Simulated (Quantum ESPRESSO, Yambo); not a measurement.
Planning a run of Yambo 5.3.0 on PtSe2 (1T monolayer). The input:

```
HF_and_locXC
gw0
dyson
ppa
em1d
rim_cut
rim_w
RandQpts= 3000000
RandGvec= 100 RL
CUTGeo= "slab z"
RandGvecW= 9 RL
EXXRLvcs= 104 Ry
VXCRLvcs= 416 Ry
Chimod= "HARTREE"
% BndsRnXp
 1 | 53 |
%
NGsBlkXp= 6 Ry
% LongDrXp
 1 | 1 | 0 |
%
% GbndRnge
 1 | 53 |
%
DysSolver= "n"
ExtendOut
PPAPntXp= 27.21138 eV
% QPkrange
 5 | 5 | 32 | 35 |
 2 | 2 | 32 | 35 |
 1 | 1 | 32 | 35 |
%
```

```sh
OMP_NUM_THREADS=2 mpirun -n 4 yambo -F gw1.in -J gw1 -C gw1 > gw1.log
```

The stored states that it reads are on a 6×6×1 mesh. The cell holds 3 atoms: 1 Pt and 2 Se. Cell: a = 3.751 Å, b = 3.751 Å, c = 15.000 Å, α = 90.0°, β = 90.0°, γ = 120.0°. It derives from  ([{'formula': 'PtSe2', 'spacegroup': 164, 'source': 'prototype of the bulk crystal'}]). Vacuum lies along c.

Question: How long will it take on 4 MPI ranks of Arm Neoverse V2, shared host, and how much memory?

It took 85 s; on shared hardware allow 42 s to 2.8 min. Peak host memory was 5.5 GiB.

The screening grows as filled bands × empty bands × pairs of k points, times the square of the screening basis for the matrix.

[Paths, hosts, dates, memory and timing lines, banners, echoed tables and standing remarks are left out of the program output.]

[Logs are printed without paths, hosts, clocks, repeated set-up lines and the standing remarks that a program may print on its own settings, such as how far it seeks lower states.]

[Runs of the session that timed out or met a known fault of the program may be left out.]

[Hosts, paths, dates, database ids (printed as entryN), source tags and the programs' standing remarks are cut or masked in the printed files.]
